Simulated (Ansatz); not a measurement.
# Deformation potentials of KCdCO3F (P-6m2) by GW, part 2 of 4

Does the cheap functional get the change of gap under strain right for KCdCO3F (P-6m2)?

Ansatz 0.2.0; a semilocal functional, HSE06 and G0W0, plane waves, PAW. Known limits of the many-body steps: not at the basis limit; d shell near the gap, gap tends to lie low; no spin-orbit coupling.

So far. Step 4 (Unstrained: PBE): The gap is indirect, with the least direct gap 0.005 eV higher. Step 5 (Unstrained: G0W0): The gap on the mesh goes from 1.83 eV to 3.85 eV, a correction of +2.01 eV. Between the two edge states, bare exchange in place of the xc potential would open the gap by 10.33 eV, and correlation takes back 8.32 eV.

### Step 6. Unstrained: HSE06

The screened hybrid is the usual rung above semilocal functionals: a quarter of exact exchange, cut off beyond a few ångström.

This step: DFT, HSE06, plane waves, PAW; PAW set soft_1.

Contents of input.yaml:

```yaml
crystal:
  lattice:
    - [5.1324, 0.0, 0.0]
    - [-2.5662, 4.4447887824, 0.0]
    - [0.0, 0.0, 4.4324]
  atoms:
    - { symbol: K, position: [0.0, 0.0, 0.0] }
    - { symbol: Cd, position: [0.6666666667, 0.3333333333, 0.5] }
    - { symbol: C, position: [0.3333333333, 0.6666666667, 0.5] }
    - { symbol: O, position: [0.1878970915, 0.3757941831, 0.5] }
    - { symbol: O, position: [0.1878970915, 0.8121029085, 0.5] }
    - { symbol: O, position: [0.6242058169, 0.8121029085, 0.5] }
    - { symbol: F, position: [0.6666666667, 0.3333333333, 0.0] }
kpoints:
  mp_grid: { grid: [6, 6, 6] }
  band_path:
    path:
      - [0.0, 0.0, 0.0]
      - [0.5, 0.0, 0.0]
      - [0.33333333, 0.33333333, 0.0]
      - [0.0, 0.0, 0.5]
      - [0.5, 0.0, 0.5]
      - [0.33333333, 0.33333333, 0.5]
    npoints: 1
hamiltonian:
  xc: hse06
  pseudopotentials: { kind: paw, azcp: { folder: soft_1 } }
scf:
  occupations: { method: fixed }
  n_extra_bands: 6
output:
  eigenvalues: true
```

Launch:

```console
$ ansatz run input.yaml --threads 2 --pin off --max-ram 92160MiB --backend cuda --events-out ev --progress --plain --runs-dir out --devices 1 --max-vram 13GiB
```

Numbers of over 12 decimals in the logs are rounded to 6 here.

What it wrote:

```text
[...]
GPUs: using 1 of 1 available (devices: 1).
[...]
davidson cushion auto → on  (no smearing: the cushion is to keep the highest requested band from converging to the state above it; pin scf.eigensolver.cushion to override)
[...]
GPU FFT provider: cuFFT
GPU libraries: cuBLAS 13.8.2, cuFFT 12.4.0, cuSOLVER 12.3.4
Crystal: 7 atoms, lattice volume = 101.114 Å³
Basis set: ecut = 420 eV, 1977 PW (Γ)
[...]
Fermi energy:    3.722242 eV
[...]
--- Band table (eV; the first three rows and the last of 28) ---
  k-point 0: bands = [... 25 lower, 1.9373, 2.3392, 2.3392, 3.7171, 7.3544, 11.6215, 11.7736, 14.5650, ... 2 higher]
  k-point 1: bands = [... 25 lower, 1.9126, 2.3563, 2.3563, 3.7183, 7.7727, 11.4628, 11.9842, 14.6410, ... 2 higher]
  k-point 2: bands = [... 25 lower, 1.8533, 2.3895, 2.3895, 3.7208, 8.8382, 11.1243, 12.1294, 14.8044, ... 2 higher]
  k-point 27: bands = [... 25 lower, 2.1611, 2.3127, 2.3730, 3.2602, 11.5403, 11.8511, 12.5324, 13.2421, ... 2 higher]
[key lines of the parts left out:]
Free energy (F): -12559.711115 eV
```

Elapsed: 65 s, on 1 × NVIDIA H100 80GB HBM3 (shared by 6 runs) with 2 threads of AMD EPYC 7R13 (Zen 3), shared host; peak memory 1.8 GiB.

Numbers from this step:

```yaml
gap: 3.632 eV
valence_top_at: A
conduction_bottom_at: Γ
least_direct_gap: 3.637 eV
```

The gap stands +1.80 eV against PBE.

### Step 7. Hydrostatic -1.0 %: relaxing the ions

This step: DFT, PBE, plane waves, PAW; PAW set soft_1.

The cell differs from the one that the last finished run ended in (a 5.132 → 5.081 Å, b 5.132 → 5.081 Å, c 4.432 → 4.388 Å).

Contents of input.yaml:

```yaml
crystal:
  lattice:
    - [5.081076, 0.0, 0.0]
    - [-2.540538, 4.4003408946, 0.0]
    - [0.0, 0.0, 4.388076]
  atoms:
    - { symbol: K, position: [0.0, 0.0, 0.0] }
    - { symbol: Cd, position: [0.6666666667, 0.3333333333, 0.5] }
    - { symbol: C, position: [0.3333333333, 0.6666666667, 0.5] }
    - { symbol: O, position: [0.1878970915, 0.3757941831, 0.5] }
    - { symbol: O, position: [0.1878970915, 0.8121029085, 0.5] }
    - { symbol: O, position: [0.6242058169, 0.8121029085, 0.5] }
    - { symbol: F, position: [0.6666666667, 0.3333333333, 0.0] }
kpoints:
  mp_grid: { grid: [6, 6, 6] }
hamiltonian:
  xc: pbe
  pseudopotentials: { kind: paw, azcp: { folder: soft_1 } }
scf:
  occupations: { method: fermi_dirac, width: 0.02 }
relax:
  f_tol: 0.01
```

What it wrote:

```text
GPUs: using 1 of 1 available (devices: 1).
[...]
GPU FFT provider: cuFFT
GPU libraries: cuBLAS 13.8.2, cuFFT 12.4.0, cuSOLVER 12.3.4
Crystal: 7 atoms, lattice volume = 98.111 Å³
Basis set: ecut = 420 eV, 1953 PW (Γ), exchange–correlation on 72×72×60 points (8 copies of the dense FFT grid, shifted against one another)
Bands: 36, of which v1, the nominal top of the filled ones, is band 29 counted from 1 (28 counted from 0)
[...]
F+E_penalty+E_count = -12555.89042080 eV   max|allowed force component| = 4.714e-3 eV/Å
  atoms:
    - { symbol: K, position: [-1.5876294669409398e-17, 5.230458480165744e-18, 0] }
    - { symbol: Cd, position: [0.666667, 0.333333, 0.500000] }
    - { symbol: C, position: [0.333333, 0.666667, 0.500000] }
    - { symbol: O, position: [0.186686, 0.373372, 0.500000] }
    - { symbol: O, position: [0.186686, 0.813314, 0.500000] }
    - { symbol: O, position: [0.626628, 0.813314, 0.500000] }
    - { symbol: F, position: [0.666667, 0.333333, 0] }
[key lines of the parts left out:]
SCF converged after 3 iterations
Free energy (F): -12555.890421 eV
Fermi energy:    6.296263 eV
```

The job ended after 11 s (1 × NVIDIA H100 80GB HBM3 (shared by 6 runs) with 2 threads; peak memory 0.98 GiB).

Step by step:

| step | energy less that of the first step (eV) | largest force component (eV/Å) |
| --- | --- | --- |
| 1 | 0.0000 | 0.7580 |
| 2 | -0.0112 | 0.1967 |
| 3 | -0.0121 | 0.0045 |
| 4 | -0.0121 | 0.0047 |

The run keeps the 12 symmetry operations that it works with, so distortions that break them were not tested.

The atoms that moved most (Å):

| atom | dx | dy | dz | length |
| --- | --- | --- | --- | --- |
| O6 | 0.009 | 0.005 | 0.000 | 0.011 |
| O5 | -0.009 | 0.005 | 0.000 | 0.011 |
| O4 | 0.000 | -0.011 | 0.000 | 0.011 |

### Step 8. Hydrostatic -1.0 %: PBE

Contents of input.yaml:

```yaml
crystal:
  lattice:
    - [5.081076, 0.0, 0.0]
    - [-2.540538, 4.4003408946, 0.0]
    - [0.0, 0.0, 4.388076]
  atoms:
    - { symbol: K, position: [0.0, 0.0, 0.0] }
    - { symbol: Cd, position: [0.6666666667, 0.3333333333, 0.5] }
    - { symbol: C, position: [0.3333333333, 0.6666666667, 0.5] }
    - { symbol: O, position: [0.1866857704, 0.3733715409, 0.5] }
    - { symbol: O, position: [0.1866857704, 0.8133142296, 0.5] }
    - { symbol: O, position: [0.6266284591, 0.8133142296, 0.5] }
    - { symbol: F, position: [0.6666666667, 0.3333333333, 0.0] }
kpoints:
  mp_grid: { grid: [6, 6, 6] }
  band_path:
    path:
      - [0.0, 0.0, 0.0]
      - [0.5, 0.0, 0.0]
      - [0.33333333, 0.33333333, 0.0]
      - [0.0, 0.0, 0.5]
      - [0.5, 0.0, 0.5]
      - [0.33333333, 0.33333333, 0.5]
    npoints: 1
hamiltonian:
  xc: pbe
  pseudopotentials: { kind: paw, azcp: { folder: soft_1 } }
scf:
  occupations: { method: fermi_dirac, width: 0.02 }
  n_extra_bands: 6
output:
  eigenvalues: true
  forces: true
  stress: true
```

What it wrote:

```text
[...]
GPUs: using 1 of 1 available (devices: 1).
[...]
GPU FFT provider: cuFFT
GPU libraries: cuBLAS 13.8.2, cuFFT 12.4.0, cuSOLVER 12.3.4
Crystal: 7 atoms, lattice volume = 98.111 Å³
Basis set: ecut = 420 eV, 1953 PW (Γ), exchange–correlation on 72×72×60 points (8 copies of the dense FFT grid, shifted against one another)
[...]
k-point 0: bands = [... 25 lower, 3.5417, 3.8227, 3.8227, 5.2727, 7.2711, 11.1779, 11.6950, 14.3030, ... 2 higher]
  k-point 1: bands = [... 25 lower, 3.5135, 3.8438, 3.8438, 5.2741, 7.6980, 11.0398, 11.9022, 14.3766, ... 2 higher]
  k-point 2: bands = [... 25 lower, 3.4406, 3.8839, 3.8839, 5.2767, 8.7696, 10.7493, 12.0269, 14.5410, ... 2 higher]
  k-point 27: bands = [... 25 lower, 3.6744, 3.8650, 4.0456, 4.8238, 11.3447, 11.3890, 12.4022, 13.0776, ... 2 higher]
[key lines of the parts left out:]
SCF converged after 11 iterations
Free energy (F): -12555.890421 eV
Fermi energy:    6.296130 eV
P = ⅓ Tr σ = 2.7579 GPa (27.579 kbar)
```

It took 11 s on 1 × NVIDIA H100 80GB HBM3 (shared by 6 runs) with 2 threads; peak memory 0.96 GiB.

This step gave:

* pressure: 2.758 GPa
* gap: 1.993 eV
* valence top at: A
* conduction bottom at: Γ
* least direct gap: 1.998 eV

The gap is indirect, with the least direct gap 0.005 eV higher.

### Step 9. Hydrostatic -1.0 %: G0W0

This step: G0W0 on PBE, plane waves, PAW; PAW set soft_1.

input.yaml, the sections that differ from step 8:

```yaml
kpoints:
  mp_grid: { grid: [6, 6, 6] }
scf:
  occupations: { method: fixed }
gw:
  n_empty_bands: 380
  ecut_chi: 140
  qp_bands: [v2, c2]
  qp_kpoints: band_edges
  screening: { model: contour_deformation }
# crystal, hamiltonian: as in step 8
# output: removed
```

What it wrote:

```text
GPUs: using 1 of 1 available (devices: 1).
[...]
GPU FFT provider: cuFFT
GPU libraries: cuBLAS 13.8.2, cuFFT 12.4.0, cuSOLVER 12.3.4
Crystal: 7 atoms, lattice volume = 98.111 Å³
Basis set: ecut = 420 eV, 1953 PW (Γ)
Bands: 36, of which v1, the nominal top of the filled ones, is band 29 counted from 1 (28 counted from 0)
Symmetry: 12 space group operations
[...]
k-points: 28 of 216 (time reversal used)
[...]
1    31     11.0398   -11.0647    -4.2532   -17.0229  0.7940    12.7864    12.7448  root
[...]
27    28      4.0454   -31.7688     4.8036   -25.6706  0.7698     2.7209     2.7507  root
    27    29      4.8238   -27.0179     4.5089   -21.2484  0.7592     3.5325     3.5632  root
    27    30     11.3444   -13.0548    -4.2464   -18.7752  0.7885    12.8609    12.8184  root
    27    31     11.3890   -11.9467    -4.2398   -17.9819  0.7840    13.2382    13.1844  root
[key lines of the parts left out:]
SCF converged after 11 iterations
Free energy (F): -12555.890835 eV
Fermi energy:    5.277969 eV
```

Run time: 3.9 min. Hardware: 1 × NVIDIA H100 80GB HBM3 (shared by 6 runs) with 2 threads; peak memory 2.4 GiB.

This step gave:

```
bands summed                                 : 409
RPA ε∞ on this mesh (eigenvalues)            : 2.352, 2.879, 2.879
plane waves in the screening matrix          : 369
G0W0 gap on the mesh                         : 4.036 eV
k of the valence top                         : 0, 0, -0.5
k of the conduction bottom                   : 0, 0, 0
starting gap on the mesh                     : 1.993 eV
least direct G0W0 gap on the computed points : 4.043 eV
```

The gap on the mesh goes from 1.99 eV to 4.04 eV, a correction of +2.04 eV. Between the two edge states, bare exchange in place of the xc potential would open the gap by 10.38 eV, and correlation takes back 8.33 eV.

### Step 10. Hydrostatic -1.0 %: HSE06

This step: DFT, HSE06, plane waves, PAW; PAW set soft_1.

input.yaml: that of step 9 with these lines changed.

```diff
@@ -15,4 +15,13 @@
   mp_grid: { grid: [6, 6, 6] }
+  band_path:
+    path:
+      - [0.0, 0.0, 0.0]
+      - [0.5, 0.0, 0.0]
+      - [0.33333333, 0.33333333, 0.0]
+      - [0.0, 0.0, 0.5]
+      - [0.5, 0.0, 0.5]
+      - [0.33333333, 0.33333333, 0.5]
+    npoints: 1
 hamiltonian:
-  xc: pbe
+  xc: hse06
   pseudopotentials: { kind: paw, azcp: { folder: soft_1 } }
@@ -20,7 +29,4 @@
   occupations: { method: fixed }
-gw:
-  n_empty_bands: 380
-  ecut_chi: 140
-  qp_bands: [v2, c2]
-  qp_kpoints: band_edges
-  screening: { model: contour_deformation }
+  n_extra_bands: 6
+output:
+  eigenvalues: true
```

What it wrote:

```text
[...]
GPUs: using 1 of 1 available (devices: 1).
[...]
GPU FFT provider: cuFFT
GPU libraries: cuBLAS 13.8.2, cuFFT 12.4.0, cuSOLVER 12.3.4
Crystal: 7 atoms, lattice volume = 98.111 Å³
Basis set: ecut = 420 eV, 1953 PW (Γ)
Bands: 35, of which v1, the nominal top of the filled ones, is band 29 counted from 1 (28 counted from 0)
Symmetry: 12 space group operations
[...]
k-points: 28 of 216 (time reversal used)
[...]
Fermi energy:    4.019145 eV
[...]
--- Band table (eV; the first three rows and the last of 28) ---
  k-point 0: bands = [... 25 lower, 2.2372, 2.6079, 2.6079, 4.0136, 7.8264, 11.9515, 12.1675, 15.0149, ... 2 higher]
  k-point 1: bands = [... 25 lower, 2.2116, 2.6295, 2.6295, 4.0151, 8.2562, 11.7899, 12.3910, 15.0903, ... 2 higher]
  k-point 2: bands = [... 25 lower, 2.1498, 2.6707, 2.6707, 4.0178, 9.3547, 11.4590, 12.5494, 15.2696, ... 2 higher]
  k-point 27: bands = [... 25 lower, 2.4271, 2.6570, 2.6926, 3.5456, 12.1590, 12.1692, 12.9821, 13.7279, ... 2 higher]
[key lines of the parts left out:]
Free energy (F): -12559.718958 eV
```

Wall time 74 s (1 × NVIDIA H100 80GB HBM3 (shared by 6 runs) with 2 threads); peak memory 1.8 GiB.

This step gave:

```
gap                  : 3.807 eV
valence top at       : A
conduction bottom at : Γ
least direct gap     : 3.813 eV
```

The gap stands +1.81 eV against PBE.

### Step 11. Hydrostatic -0.5 %: relaxing the ions

This step: DFT, PBE, plane waves, PAW; PAW set soft_1.

The cell differs from the one that the last finished run ended in (a 5.081 → 5.107 Å, b 5.081 → 5.107 Å, c 4.388 → 4.410 Å).

Contents of input.yaml:

```yaml
crystal:
  lattice:
    - [5.106738, 0.0, 0.0]
    - [-2.553369, 4.4225648385, 0.0]
    - [0.0, 0.0, 4.410238]
  atoms:
    - { symbol: K, position: [0.0, 0.0, 0.0] }
    - { symbol: Cd, position: [0.6666666667, 0.3333333333, 0.5] }
    - { symbol: C, position: [0.3333333333, 0.6666666667, 0.5] }
    - { symbol: O, position: [0.1878970915, 0.3757941831, 0.5] }
    - { symbol: O, position: [0.1878970915, 0.8121029085, 0.5] }
    - { symbol: O, position: [0.6242058169, 0.8121029085, 0.5] }
    - { symbol: F, position: [0.6666666667, 0.3333333333, 0.0] }
kpoints:
  mp_grid: { grid: [6, 6, 6] }
hamiltonian:
  xc: pbe
  pseudopotentials: { kind: paw, azcp: { folder: soft_1 } }
scf:
  occupations: { method: fermi_dirac, width: 0.02 }
relax:
  f_tol: 0.01
```

What it wrote:

```text
GPUs: using 1 of 1 available (devices: 1).
[...]
GPU FFT provider: cuFFT
GPU libraries: cuBLAS 13.8.2, cuFFT 12.4.0, cuSOLVER 12.3.4
Crystal: 7 atoms, lattice volume = 99.605 Å³
Basis set: ecut = 420 eV, 1953 PW (Γ), exchange–correlation on 72×72×60 points (8 copies of the dense FFT grid, shifted against one another)
Bands: 36, of which v1, the nominal top of the filled ones, is band 29 counted from 1 (28 counted from 0)
[...]
F+E_penalty+E_count = -12555.91140689 eV   max|allowed force component| = 1.349e-3 eV/Å
  atoms:
    - { symbol: K, position: [-1.5895786203012324e-17, 5.3007850134964e-18, 0] }
    - { symbol: Cd, position: [0.666667, 0.333333, 0.5] }
    - { symbol: C, position: [0.333333, 0.666667, 0.5] }
    - { symbol: O, position: [0.187294, 0.374589, 0.5] }
    - { symbol: O, position: [0.187294, 0.812706, 0.5] }
    - { symbol: O, position: [0.625411, 0.812706, 0.5] }
    - { symbol: F, position: [0.666667, 0.333333, 0] }
[key lines of the parts left out:]
SCF converged after 3 iterations
Free energy (F): -12555.911407 eV
Fermi energy:    6.099767 eV
```

The job ended after 10 s (1 × NVIDIA H100 80GB HBM3 (shared by 6 runs) with 2 threads; peak memory 0.98 GiB).

Relaxation path:

| step | energy less that of the first step (eV) | largest force component (eV/Å) |
| --- | --- | --- |
| 1 | 0.0000 | 0.3681 |
| 2 | -0.0027 | 0.0983 |
| 3 | -0.0029 | 0.0012 |
| 4 | -0.0029 | 0.0013 |

The run keeps the 12 symmetry operations that it works with, so distortions that break them were not tested.

### Step 12. Hydrostatic -0.5 %: PBE

Contents of input.yaml:

```yaml
crystal:
  lattice:
    - [5.106738, 0.0, 0.0]
    - [-2.553369, 4.4225648385, 0.0]
    - [0.0, 0.0, 4.410238]
  atoms:
    - { symbol: K, position: [0.0, 0.0, 0.0] }
    - { symbol: Cd, position: [0.6666666667, 0.3333333333, 0.5] }
    - { symbol: C, position: [0.3333333333, 0.6666666667, 0.5] }
    - { symbol: O, position: [0.1872944871, 0.3745889743, 0.5] }
    - { symbol: O, position: [0.1872944871, 0.8127055129, 0.5] }
    - { symbol: O, position: [0.6254110257, 0.8127055129, 0.5] }
    - { symbol: F, position: [0.6666666667, 0.3333333333, 0.0] }
kpoints:
  mp_grid: { grid: [6, 6, 6] }
  band_path:
    path:
      - [0.0, 0.0, 0.0]
      - [0.5, 0.0, 0.0]
      - [0.33333333, 0.33333333, 0.0]
      - [0.0, 0.0, 0.5]
      - [0.5, 0.0, 0.5]
      - [0.33333333, 0.33333333, 0.5]
    npoints: 1
hamiltonian:
  xc: pbe
  pseudopotentials: { kind: paw, azcp: { folder: soft_1 } }
scf:
  occupations: { method: fermi_dirac, width: 0.02 }
  n_extra_bands: 6
output:
  eigenvalues: true
  forces: true
  stress: true
  write_density: true
  write_potential: true
  elf: true
  volumetric_format: npy
```

What it wrote:

```text
[...]
GPUs: using 1 of 1 available (devices: 1).
[...]
GPU FFT provider: cuFFT
GPU libraries: cuBLAS 13.8.2, cuFFT 12.4.0, cuSOLVER 12.3.4
Crystal: 7 atoms, lattice volume = 99.605 Å³
Basis set: ecut = 420 eV, 1953 PW (Γ), exchange–correlation on 72×72×60 points (8 copies of the dense FFT grid, shifted against one another)
[...]
k-point 0: bands = [... 25 lower, 3.3845, 3.6822, 3.6822, 5.1168, 7.0350, 11.0099, 11.4987, 14.0791, ... 2 higher]
  k-point 1: bands = [... 25 lower, 3.3565, 3.7010, 3.7010, 5.1180, 7.4566, 10.8729, 11.6995, 14.1524, ... 2 higher]
  k-point 2: bands = [... 25 lower, 3.2845, 3.7371, 3.7371, 5.1205, 8.5127, 10.5808, 11.8155, 14.3049, ... 2 higher]
  k-point 27: bands = [... 25 lower, 3.5347, 3.7170, 3.8476, 4.6730, 11.0412, 11.2247, 12.1793, 12.8370, ... 2 higher]
[key lines of the parts left out:]
SCF converged after 11 iterations
Free energy (F): -12555.911407 eV
Fermi energy:    6.099655 eV
P = ⅓ Tr σ = 1.7213 GPa (17.213 kbar)
```

Run time: 14 s. Hardware: 1 × NVIDIA H100 80GB HBM3 (shared by 6 runs) with 2 threads; peak memory 0.95 GiB; 7.8 s of CPU time.

Numbers from this step:

| Item | Value |
| --- | --- |
| pressure | 1.721 GPa |
| gap | 1.913 eV |
| valence top at | A |
| conduction bottom at | Γ |
| least direct gap | 1.918 eV |

The gap is indirect, with the least direct gap 0.005 eV higher.

### Step 13. Hydrostatic -0.5 %: G0W0

This step: G0W0 on PBE, plane waves, PAW; PAW set soft_1.

input.yaml, the sections that differ from step 12:

```yaml
kpoints:
  mp_grid: { grid: [6, 6, 6] }
scf:
  occupations: { method: fixed }
gw:
  n_empty_bands: 380
  ecut_chi: 140
  qp_bands: [v2, c2]
  qp_kpoints: band_edges
  screening: { model: contour_deformation }
# crystal, hamiltonian: as in step 12
# output: removed
```

What it wrote:

```text
GPUs: using 1 of 1 available (devices: 1).
[...]
GPU FFT provider: cuFFT
GPU libraries: cuBLAS 13.8.2, cuFFT 12.4.0, cuSOLVER 12.3.4
Crystal: 7 atoms, lattice volume = 99.605 Å³
Basis set: ecut = 420 eV, 1953 PW (Γ)
Bands: 36, of which v1, the nominal top of the filled ones, is band 29 counted from 1 (28 counted from 0)
Symmetry: 12 space group operations
[...]
k-points: 28 of 216 (time reversal used)
[...]
1    31     10.8729   -11.0001    -4.2581   -16.9521  0.7925    12.6097    12.5668  root
[...]
27    28      3.8475   -31.5702     4.8074   -25.4831  0.7666     2.5366     2.5677  root
    27    29      4.6729   -26.9330     4.5132   -21.1732  0.7564     3.3950     3.4263  root
    27    30     11.0409   -13.0390    -4.2227   -18.7194  0.7861    12.5417    12.4986  root
    27    31     11.2247   -11.9260    -4.2484   -17.9624  0.7816    13.0679    13.0127  root
[key lines of the parts left out:]
SCF converged after 11 iterations
Free energy (F): -12555.911817 eV
Fermi energy:    5.121836 eV
```

It took 1.9 min on 1 × NVIDIA H100 80GB HBM3 (shared by 6 runs) with 2 threads; peak memory 2.4 GiB; 2.9 min of CPU time.

Numbers from this step:

| Item | Value |
| --- | --- |
| bands summed | 409 |
| RPA ε∞ on this mesh (eigenvalues) | 2.344, 2.878, 2.878 |
| plane waves in the screening matrix | 381 |
| G0W0 gap on the mesh | 3.941 eV |
| k of the valence top | 0, 0, -0.5 |
| k of the conduction bottom | 0, 0, 0 |
| starting gap on the mesh | 1.913 eV |
| least direct G0W0 gap on the computed points | 3.948 eV |

The gap on the mesh goes from 1.91 eV to 3.94 eV, a correction of +2.03 eV. Between the two edge states, bare exchange in place of the xc potential would open the gap by 10.35 eV, and correlation takes back 8.33 eV.

[end of part 2 of 4]

[Paths, hosts, dates, memory and timing lines, banners, echoed tables and standing remarks are left out of the program output.]

[Logs are printed without paths, hosts, clocks, repeated set-up lines and the standing remarks that a program may print on its own settings, such as how far it seeks lower states.]

[Runs of the session that timed out or met a known fault of the program may be left out.]

[Cells called generated may have been cut or substituted from an entry of the Crystallography Open Database or the Materials Project.]

[Hosts, paths, dates, database ids (printed as entryN), source tags and the programs' standing remarks are cut or masked in the printed files.]
